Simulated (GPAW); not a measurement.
## Quasiparticle gap of SiO2 (Quartz) in GPAW

How does a plane-wave GW calculation on SiO2 (Quartz) run from the first input to the gap?

Main program and level: GPAW 26.7.0; PBE and many-body steps on it, plane waves.

### Step 1. The starting structure

The structure is trigonal, space group P3_121 (No. 152). Conventional cell: a = 4.916 Å, b = 4.916 Å, c = 5.409 Å, α = 90.00°, β = 90.00°, γ = 120.00°. Nearest to Si lie 4 O at 1.61 Å. Nearest to O lie 2 Si at 1.61 Å. Farther neighbours and most contacts between anions are not listed.

Structure file:

```cif
data_structure
_symmetry_space_group_name_H-M 'P 1'
_symmetry_Int_Tables_number 1
_cell_length_a 4.9158
_cell_length_b 4.9158
_cell_length_c 5.4091
_cell_angle_alpha 90.000
_cell_angle_beta 90.000
_cell_angle_gamma 120.000
_cell_volume 113.20
loop_
_atom_site_label
_atom_site_type_symbol
_atom_site_fract_x
_atom_site_fract_y
_atom_site_fract_z
_atom_site_occupancy
Si1 Si 0.53030 0.00000 0.33333 1
Si2 Si 0.00000 0.53030 0.66667 1
Si3 Si 0.46970 0.46970 0.00000 1
O4 O 0.14620 0.41420 0.88100 1
O5 O 0.58580 0.73200 0.21433 1
O6 O 0.26800 0.85380 0.54767 1
O7 O 0.41420 0.14620 0.11900 1
O8 O 0.73200 0.58580 0.78567 1
O9 O 0.85380 0.26800 0.45233 1
```

The cell and positions come from the Crystallography Open Database and are kept as given unless a step says otherwise.

### Step 2. Ground state

This step: GPAW 26.7.0; DFT, PBE, plane waves, PAW.

The ground-state density comes first.

The input, run.py:

```python
import json
import numpy as np
from gpaw.mpi import world
from ase import Atoms
from gpaw import GPAW, PW, FermiDirac

atoms = Atoms(['Si', 'Si', 'Si', 'O', 'O', 'O', 'O', 'O', 'O'],
    cell=[[4.9158000000, 0.0000000000, 0.0000000000],
      [-2.4579000000, 4.2572076799, 0.0000000000],
      [0.0000000000, 0.0000000000, 5.4091000000]],
    scaled_positions=[[0.5303000000, 0.0000000000, 0.3333333333],
      [0.0000000000, 0.5303000000, 0.6666666667],
      [0.4697000000, 0.4697000000, 0.0000000000],
      [0.1462000000, 0.4142000000, 0.8810000000],
      [0.5858000000, 0.7320000000, 0.2143333333],
      [0.2680000000, 0.8538000000, 0.5476666667],
      [0.4142000000, 0.1462000000, 0.1190000000],
      [0.7320000000, 0.5858000000, 0.7856666667],
      [0.8538000000, 0.2680000000, 0.4523333333]],
    pbc=(True, True, True))
calc = GPAW(mode=PW(600),
    xc='PBE',
    kpts={'size': (6, 6, 4), 'gamma': True},
    occupations=FermiDirac(0.001),
    nbands=-10,
    convergence={'density': 1e-6, 'bands': -3},
    maxiter=100,
    txt='gs.txt')
atoms.calc = calc
res = {'energy': atoms.get_potential_energy()}
kpts = calc.get_ibz_k_points()
res['kpts'] = kpts
res['eigenvalues'] = [calc.get_eigenvalues(kpt=k) for k in range(len(kpts))]
res['n_electrons'] = calc.get_number_of_electrons()
calc.write('gs.gpw')

if world.rank == 0:
    with open('result.json', 'w') as f:
        json.dump(res, f, default=lambda x: x.tolist())
```

Started as:

```console
mpirun -n 4 gpaw python run.py
```

Numbers of over 12 decimals in the logs are rounded to 6 here.

What it wrote:

```text
__  _  _
 | _ |_)|_||  |
 |__||  | ||/\| - 26.7.0

Input parameters:
  mode=PW(ecut=600.0),
  convergence={'density': 1e-06, 'bands': -3},
  kpts=MonkhorstPack(size=(6, 6, 4), gamma=True),
  maxiter=100,
  nbands=-10,
  occupations=Occupations(name='fermi-dirac', width=0.001, fixmagmom=False),
  xc=XC(name='PBE')
  [... matrices ...]
Diagonalizing LCAO Hamiltonian
Converting LCAO to pw mode

           O      O
         SiO

                    O
               O
                 Si
               Oi

Atoms  # Å, Bohr magnetons
|   | symbol |         x |        y |        z |    initial magnetic moments |
| 0 |     Si |  2.606849 | 0.000000 | 1.803033 | ( 0.0000,  0.0000,  0.0000) |
| 1 |     Si | -1.303424 | 2.257597 | 3.606067 | ( 0.0000,  0.0000,  0.0000) |
| 2 |     Si |  1.154476 | 1.999610 | 0.000000 | ( 0.0000,  0.0000,  0.0000) |
| 3 |      O | -0.299372 | 1.763335 | 4.765417 | ( 0.0000,  0.0000,  0.0000) |
| 4 |      O |  1.080493 | 3.116276 | 1.159350 | ( 0.0000,  0.0000,  0.0000) |
| 5 |      O | -0.781121 | 3.634804 | 2.962384 | ( 0.0000,  0.0000,  0.0000) |
| 6 |      O |  1.676779 | 0.622404 | 0.643683 | ( 0.0000,  0.0000,  0.0000) |
| 7 |      O |  2.158528 | 2.493872 | 4.249750 | ( 0.0000,  0.0000,  0.0000) |
| 8 |      O |  3.538393 | 1.140932 | 2.446716 | ( 0.0000,  0.0000,  0.0000) |

Unit cell  # Å
| periodic |         x |        y |        z |  lengths |     angles |
|      yes |  4.915800 | 0.000000 | 0.000000 | 4.915800 |  90.000000 |
|      yes | -2.457900 | 4.257208 | 0.000000 | 4.915800 |  90.000000 |
|      yes |  0.000000 | 0.000000 | 5.409100 | 5.409100 | 120.000000 |

Number of symmetries: 2
Symmetry operations  # r_c * U_cc + t_c -> r_c
|   | kind |            matrix            |
| 0 |  E   |  1, 0, 0,  0, 1, 0,  0, 0, 1 |
| 1 |  C2  |  0, 1, 0,  1, 0, 0,  0, 0,-1 |

BZ-sampling:
  Number of BZ points: 144
  Number of IBZ points: 47

  Monkhorst-Pack size: [6, 6, 4]
  Monkhorst-Pack shift: [0.083333, 0.083333, 0.125]

K-points  # in reciprocal-cell coordinates
|     |                                coordinates |     weight |
|   0 | (  0.00000000,   0.00000000,   0.00000000) | 0.00694444 |
|   1 | (  0.00000000,   0.00000000,   0.25000000) | 0.01388889 |
|   2 | (  0.00000000,   0.00000000,   0.50000000) | 0.00694444 |
|   3 | (  0.16666667,  -0.16666667,  -0.25000000) | 0.01388889 |
|   4 | (  0.16666667,  -0.16666667,   0.00000000) | 0.01388889 |
|   5 | (  0.16666667,  -0.16666667,   0.25000000) | 0.01388889 |
|   6 | (  0.16666667,  -0.16666667,   0.50000000) | 0.01388889 |
|   7 | (  0.16666667,   0.00000000,  -0.25000000) | 0.02777778 |
|   8 | (  0.16666667,   0.00000000,   0.00000000) | 0.02777778 |
|   9 | (  0.16666667,   0.00000000,   0.25000000) | 0.02777778 |
| ... |                                            |            |
|  46 | (  0.50000000,   0.50000000,   0.50000000) | 0.00694444 |

Plane wave coefficients: 3799
Cutoff: 600.0 eV

Spin-components: 1 (collinear spins)
Bands:           34
Projectors:      45
Spin-degeneracy: 2
Datatype:        complex128

  Storage: CPU
  Wave functions: 95_956_704 bytes (23_989_176 per core)
  Projectors: 79_023_168 bytes (19_755_792 per core)
  [... matrices ...]
Parallelization:
  kpt:    4
  domain: 1
  band:   1

Density:
  Valence electrons: 48.0
  Components: 1
  Grid points: [28 28 32]
  Charge: 0.0  # |e|

Potential:
  Grid points: [28 28 32]

species:
  Si:
    name:    Silicon
    Z:       14.0
    valence: 4
    core:    10
    charge:  0.0  # [|e|]
    compensation charges:
      type: gauss
      rc: 0.33  # [Å]
      lmax: 2
    cutoffs:
      filter: 1.86  # [Å]
      core: 2.06  # [Å]
    projectors
    | kind |    occ | energy [eV] | rcut [Å] |
    |   3s |  2.000 |     -10.812 |    1.058 |
    |   3p |  2.000 |      -4.081 |    1.058 |
    |    s |        |      16.399 |    1.058 |
    |    p |        |      23.130 |    1.058 |
    |    d |        |       0.000 |    1.058 |

    Using partial waves for Si as LCAO basis

  O:
    name:    Oxygen
    Z:       8.0
    valence: 6
    core:    2
    charge:  0.0  # [|e|]
    compensation charges:
      type: gauss
      rc: 0.21  # [Å]
      lmax: 2
    cutoffs:
      filter: 1.17  # [Å]
      core: 0.83  # [Å]
    projectors
    | kind |    occ | energy [eV] | rcut [Å] |
    |   2s |  2.000 |     -23.961 |    0.688 |
    |   2p |  4.000 |      -9.029 |    0.598 |
    |    s |        |       3.251 |    0.688 |
    |    p |        |      18.182 |    0.598 |
    |    d |        |       0.000 |    0.619 |

    Using partial waves for O as LCAO basis

Reference energy: -35904.146557  # eV

eigensolver:
  PPCG
  Converge bands: -3
  niter=2

density mixing:
  MSR1-Mixer
  Pratt-step length: 0.05
  Maximum mixing coefficient: 0.75
  Old densities: 10
  SVD Regularization: 0.005
  Good broyden scale: 1.0
  Trust region scale: 1.0
  Backstep threshold: 4.0
  History deletion threshold: 6.0
  Fourier metric: weight=20.0, sigma=0.015

occupation numbers:
  Fermi-Dirac:
    width: 0.0010  # eV

poisson solver:
  ecut: 4800.0  # eV

xc functional:
  name: PBE with 2 nearest neighbor stencil

Initialization done in: 6.138 s

convergence criteria:
- Maximum integral of absolute [dens]ity change: 1e-06 electrons / valence electron
- Maximum [total energy] change in last 3 cyles: 0.0005 eV / valence electron
- Maximum integral of absolute [eigenst]ate change: 4e-08 eV^2 / valence electron
maximum number of iterations: 100

SCF iterations
|iter     |     time |      energy | eigst |  dens |
|iter:   1|  |  -79.231233 | +0.61 |       |
|iter:   2|  |  -77.190009 | -0.52 | -0.69 |
|iter:   3|  |  -70.854265 | -0.35 | -0.74 |
|iter:   4|  |  -70.966360 | -1.47 | -1.37 |
|iter:   5|  |  -71.016567 | -2.26 | -1.66 |
|iter:   6|  |  -71.016843 | -2.75 | -2.79 |
|iter:   7|  |  -71.016884c| -2.97 | -3.27 |
|iter:   8|  |  -71.016885c| -3.30 | -3.91 |
|iter:   9|  |  -71.016885c| -4.23 | -4.27 |
|iter:  10|  |  -71.016885c| -4.94 | -5.06 |
|iter:  11|  |  -71.016885c| -5.28 | -5.58 |
|iter:  12|  |  -71.016885c| -5.85 | -5.94 |
|iter:  13|  |  -71.016885c| -6.45 | -6.32c|
|iter:  14|  |  -71.016885c| -6.71 | -7.34c|
|iter:  15|  |  -71.016885c| -6.89 | -7.98c|
|iter:  16|  |  -71.016885c| -7.10 | -8.52c|
|iter:  17|  |  -71.016885c| -7.20 | -9.41c|
|iter:  18|  |  -71.016885c| -7.39 | -9.82c|
|iter:  19|  |  -71.016885c| -7.67c|-10.50c|

Converged in 19 steps
SCF loop duration: 58.249 s (3.066 s/step)
Energy contributions relative to reference atoms: (reference = -35904.146557)
  [... matrices ...]
Energy contributions:
  Kinetic:          91.869005
  Coulomb:         -83.608332
  Zero:              0.764630
  External:          0.000000
  Xc:              -80.042188
  Entropy:          -0.000000
  Spinorbit:         0.000000
  ----------------------------
  Free energy:     -71.016885
  Extrapolated:    -71.016885

dipole moment: (-5.236331, -9.069591, -11.523628)  # |e|*Ang

Fermi level: 2.684
Eigenvalues  # (at kpt = [0.000, 0.000, 0.000])
| band index |      eig [eV] | occ [0-2] |
|          0 |       -18.038 |     2.000 |
|        ... |               |           |
|         16 |        -0.105 |     2.000 |
|         17 |        -0.105 |     2.000 |
|         18 |        -0.081 |     2.000 |
|         19 |         0.382 |     2.000 |
|         20 |         0.382 |     2.000 |
|         21 |         0.702 |     2.000 |
|         22 |         1.072 |     2.000 |
|         23 |         1.072 |     2.000 |
|         24 |         7.421 |     0.000 |
[...]
|         28 |        11.151 |     0.000 |
|         29 |        12.395 |     0.000 |
|         30 |        13.086 |     0.000 |
|         31 |        13.637 |     0.000 |
|        ... |               |           |
|         33 |        14.364 |     0.000 |

Gap: 6.031 eV
Transition (v -> c):
  (s=0, k=30, n=23, [0.33, 0.33, 0.00]) -> (s=0, k=0, n=24, [0.00, 0.00, 0.00])
Direct/indirect transitions are different
Direct gap: 6.349 eV
Transition at: (s=0, k=0, n=23, [0.00, 0.00, 0.00])
# Writing to gs.gpw (mode='')
  [... matrices ...]
```

It took 67 s on 4 MPI ranks of Intel Xeon Platinum 8259CL at 2.50GHz (Skylake/Cascade Lake), shared host; peak memory 0.93 GiB.

This step gave:

```yaml
total_energy: -71.0169 eV
gap: 6.031 eV
k_of_the_valence_top: 0.3333, 0.3333, 0
k_of_the_conduction_bottom: 0, 0, 0
least_direct_gap: 6.349 eV
```

The gap is indirect, with the least direct gap 0.32 eV higher.

### Step 3. Bands along the symmetry lines

The cheap functional maps the bands first; the places of the edges decide which points the dearer methods must see.

The input, run.py:

```python
import json
import numpy as np
from gpaw.mpi import world
from gpaw import GPAW

path = [[0.000000, 0.000000, 0.000000],
    [0.062500, 0.000000, 0.000000],
    [0.125000, 0.000000, 0.000000],
    [0.187500, 0.000000, 0.000000],
    [0.250000, 0.000000, 0.000000],
    [0.312500, 0.000000, 0.000000],
    [0.375000, 0.000000, 0.000000],
    [0.437500, 0.000000, 0.000000],
    [0.500000, 0.000000, 0.000000],
    [0.479167, 0.041667, 0.000000],
    [0.458333, 0.083333, 0.000000],
    [0.437500, 0.125000, 0.000000],
    [0.416667, 0.166667, 0.000000],
    [0.395833, 0.208333, 0.000000],
    [0.375000, 0.250000, 0.000000],
    [0.354167, 0.291667, 0.000000],
    [0.333333, 0.333333, 0.000000],
    [0.291667, 0.291667, 0.000000],
    [0.250000, 0.250000, 0.000000],
    [0.208333, 0.208333, 0.000000],
    [0.166667, 0.166667, 0.000000],
    [0.125000, 0.125000, 0.000000],
    [0.083333, 0.083333, 0.000000],
    [0.041667, 0.041667, 0.000000],
    [0.000000, 0.000000, 0.000000],
    [0.000000, 0.000000, 0.062500],
    [0.000000, 0.000000, 0.125000],
    [0.000000, 0.000000, 0.187500],
    [0.000000, 0.000000, 0.250000],
    [0.000000, 0.000000, 0.312500],
    [0.000000, 0.000000, 0.375000],
    [0.000000, 0.000000, 0.437500],
    [0.000000, 0.000000, 0.500000],
    [0.062500, 0.000000, 0.500000],
    [0.125000, 0.000000, 0.500000],
    [0.187500, 0.000000, 0.500000],
    [0.250000, 0.000000, 0.500000],
    [0.312500, 0.000000, 0.500000],
    [0.375000, 0.000000, 0.500000],
    [0.437500, 0.000000, 0.500000],
    [0.500000, 0.000000, 0.500000],
    [0.479167, 0.041667, 0.500000],
    [0.458333, 0.083333, 0.500000],
    [0.437500, 0.125000, 0.500000],
    [0.416667, 0.166667, 0.500000],
    [0.395833, 0.208333, 0.500000],
    [0.375000, 0.250000, 0.500000],
    [0.354167, 0.291667, 0.500000],
    [0.333333, 0.333333, 0.500000],
    [0.291667, 0.291667, 0.500000],
    [0.250000, 0.250000, 0.500000],
    [0.208333, 0.208333, 0.500000],
    [0.166667, 0.166667, 0.500000],
    [0.125000, 0.125000, 0.500000],
    [0.083333, 0.083333, 0.500000],
    [0.041667, 0.041667, 0.500000],
    [0.000000, 0.000000, 0.500000],
    [0.500000, 0.000000, 0.500000],
    [0.500000, 0.000000, 0.437500],
    [0.500000, 0.000000, 0.375000],
    [0.500000, 0.000000, 0.312500],
    [0.500000, 0.000000, 0.250000],
    [0.500000, 0.000000, 0.187500],
    [0.500000, 0.000000, 0.125000],
    [0.500000, 0.000000, 0.062500],
    [0.500000, -0.000000, 0.000000],
    [0.333333, 0.333333, 0.500000],
    [0.333333, 0.333333, 0.437500],
    [0.333333, 0.333333, 0.375000],
    [0.333333, 0.333333, 0.312500],
    [0.333333, 0.333333, 0.250000],
    [0.333333, 0.333333, 0.187500],
    [0.333333, 0.333333, 0.125000],
    [0.333333, 0.333333, 0.062500],
    [0.333333, 0.333333, 0.000000]]
calc = GPAW('gs.gpw').fixed_density(kpts=path,
    symmetry='off',
    nbands=34,
    convergence={'bands': 30},
    txt='bands.txt')
res = {}
kpts = calc.get_ibz_k_points()
res['kpts'] = kpts
res['eigenvalues'] = [calc.get_eigenvalues(kpt=k) for k in range(len(kpts))]
res['n_electrons'] = calc.get_number_of_electrons()

if world.rank == 0:
    with open('result.json', 'w') as f:
        json.dump(res, f, default=lambda x: x.tolist())
```

Started as:

```console
mpirun -n 4 gpaw python run.py
```

What it wrote:

```text
Diagonalizing LCAO Hamiltonian
Converting LCAO to pw mode
convergence criteria:
- Maximum integral of absolute [eigenst]ate change: 4e-08 eV^2 / valence electron
maximum number of iterations: 100

SCF iterations
|iter     |     time |      energy | eigst |  dens |
|iter:   1|  |             | +0.63 |       |
|iter:   2|  |             | -0.64 |       |
|iter:   3|  |             | -1.35 |       |
[...]
|iter:  21|  |             | -7.19 |       |
|iter:  22|  |             | -7.38 |       |
|iter:  23|  |             | -7.58c|       |
SCF steps: 23
  __  _  _
 | _ |_)|_||  |
 |__||  | ||/\| - 26.7.0

Input parameters:
  mode=PW(ecut=600.0),
  convergence={'bands': 30},
  gpts=array([28, 28, 32]),
  kpts=KPoints(kpts=array([[ 0.      ,  0.      ,  0.      ],
         [ 0.0625  ,  0.      ,  0.      ],
         [ 0.125   ,  0.      ,  0.      ],
         [ 0.1875  ,  0.      ,  0.      ],
[...]
[ 0.479167,  0.041667,  0.      ],
         [ 0.458333,  0.083333,  0.      ],
[...]
[ 0.416667,  0.166667,  0.      ],
[...]
[ 0.5     ,  0.      ,  0.0625  ],
         [ 0.5     , -0.      ,  0.      ],
[...]
[ 0.333333,  0.333333,  0.125   ],
         [ 0.333333,  0.333333,  0.0625  ],
         [ 0.333333,  0.333333,  0.      ]])),
  maxiter=100,
  nbands=34,
  occupations=Occupations(name='fermi-dirac', width=0.001, fixmagmom=False),
  parallel={},
  symmetry=Symmetry(point_group=False, time_reversal=False),
  xc=XC(name='PBE')
  [... matrices ...]
timing:  # [seconds]
  Total: 0.075  # ━━━━━━━━━━━━━━━━━━━━━━━━━━━━━━━━━━━━━━━━━━━━━━━━━━━━━━━━━━━
```

It took 1.9 min on 4 MPI ranks; peak memory 1.1 GiB; 7.8 min of CPU time.

This step gave:

```yaml
gap: 6.031 eV
k_of_the_valence_top: 0.3333, 0.3333, 0
k_of_the_conduction_bottom: 0, 0, 0
least_direct_gap: 6.328 eV
```

The gap is 6.031 eV, as in the run before at this level.

Electronic bands along the path, in eV, zero at the top of the highest filled band:

```tsv
point	band 21	band 22	band 23	band 24	band 25	band 26	band 27	band 28
Γ	-1.01	-0.69	-0.32	-0.32	6.03	9.30	9.30	9.76
halfway	-1.01	-0.84	-0.25	-0.16	6.92	9.31	9.38	9.88
M	-1.04	-0.79	-0.27	-0.04	8.30	9.02	9.71	9.73
halfway	-1.10	-0.64	-0.32	-0.02	8.49	9.08	9.61	9.94
K	-1.24	-0.44	-0.44	0.00	8.96	8.96	9.42	10.37
halfway	-0.92	-0.88	-0.25	-0.11	7.17	9.31	9.47	9.92
Γ	-1.01	-0.69	-0.32	-0.32	6.03	9.30	9.30	9.76
halfway	-1.08	-0.53	-0.23	-0.10	6.63	9.13	9.25	9.26
A	-1.21	-0.22	-0.22	-0.09	7.98	7.98	9.04	9.73
halfway	-1.09	-0.45	-0.42	-0.15	8.38	8.51	9.37	9.72
L	-0.89	-0.84	-0.61	-0.19	8.97	9.43	9.69	9.83
halfway	-0.87	-0.84	-0.63	-0.33	9.00	9.59	9.78	9.88
H	-0.94	-0.77	-0.59	-0.59	9.06	9.80	9.80	10.12
halfway	-1.07	-0.54	-0.39	-0.23	8.50	8.67	9.43	9.90
A	-1.21	-0.22	-0.22	-0.09	7.98	7.98	9.04	9.73
jump to L	-0.89	-0.84	-0.61	-0.19	8.97	9.43	9.69	9.83
halfway	-0.97	-0.73	-0.45	-0.12	8.59	9.11	9.57	10.05
M	-1.04	-0.79	-0.27	-0.04	8.30	9.02	9.71	9.73
jump to H	-0.94	-0.77	-0.59	-0.59	9.06	9.80	9.80	10.12
halfway	-1.02	-0.56	-0.51	-0.20	8.98	9.27	9.61	10.21
K	-1.24	-0.44	-0.44	0.00	8.96	8.96	9.42	10.37
```

### Step 4. Empty states on the mesh, 3×3×4 mesh, 100 bands

The sums over transitions need many empty states on a uniform mesh; this step solves for them.

The input, run.py:

```python
import json
import numpy as np
from gpaw.mpi import world
from gpaw import GPAW

calc = GPAW('gs.gpw').fixed_density(kpts={'size': (3, 3, 4), 'gamma': True},
    nbands=116,
    convergence={'bands': 100},
    txt='nscf.txt')
calc.write('full.gpw', mode='all')
res = {}
kpts = calc.get_ibz_k_points()
res['kpts'] = kpts
res['eigenvalues'] = [calc.get_eigenvalues(kpt=k) for k in range(len(kpts))]
res['n_electrons'] = calc.get_number_of_electrons()

if world.rank == 0:
    with open('result.json', 'w') as f:
        json.dump(res, f, default=lambda x: x.tolist())
```

Started as:

```console
mpirun -n 4 gpaw python run.py
```

What it wrote:

```text
Diagonalizing LCAO Hamiltonian
Converting LCAO to pw mode
convergence criteria:
- Maximum integral of absolute [eigenst]ate change: 4e-08 eV^2 / valence electron
maximum number of iterations: 100

SCF iterations
|iter     |     time |      energy | eigst |  dens |
|iter:   1|  |             | +3.74 |       |
|iter:   2|  |             | +2.51 |       |
|iter:   3|  |             | +1.43 |       |
[...]
|iter:  12|  |             | -6.85 |       |
|iter:  13|  |             | -7.30 |       |
|iter:  14|  |             | -7.89c|       |
SCF steps: 14
  __  _  _
 | _ |_)|_||  |
 |__||  | ||/\| - 26.7.0

Input parameters:
  mode=PW(ecut=600.0),
  convergence={'bands': 100},
  gpts=array([28, 28, 32]),
  kpts=MonkhorstPack(size=(3, 3, 4), gamma=True),
  maxiter=100,
  nbands=116,
  occupations=Occupations(name='fermi-dirac', width=0.001, fixmagmom=False),
  parallel={},
  xc=XC(name='PBE')
# Writing to full.gpw (mode='all')
  [... matrices ...]

timing:  # [seconds]
  Total: 0.125  # ━━━━━━━━━━━━━━━━━━━━━━━━━━━━━━━━━━━━━━━━━━━━━━━━━━━━━━━━━━━
```

Elapsed: 61 s, on 4 MPI ranks; peak memory 1 GiB; 4 min of CPU time.

Numbers from this step:

```yaml
gap: 6.031 eV
k_of_the_valence_top: 0.3333, 0.3333, 0
k_of_the_conduction_bottom: 0, 0, 0
least_direct_gap: 6.349 eV
k_points_computed: 14
lowest_point_of_the_top_converged_band_above_the_valence_top: 40.80 eV
```

On this mesh the gap is 6.031 eV.

(Continued in part 2 of 2.)

[Paths, hosts, dates, memory and timing lines, banners, echoed tables and standing remarks are left out of the program output.]

[Logs are printed without paths, hosts, clocks, repeated set-up lines and the standing remarks that a program may print on its own settings, such as how far it seeks lower states.]

[Runs of the session that timed out or met a known fault of the program may be left out.]

[Hosts, paths, dates, database ids (printed as entryN), source tags and the programs' standing remarks are cut or masked in the printed files.]
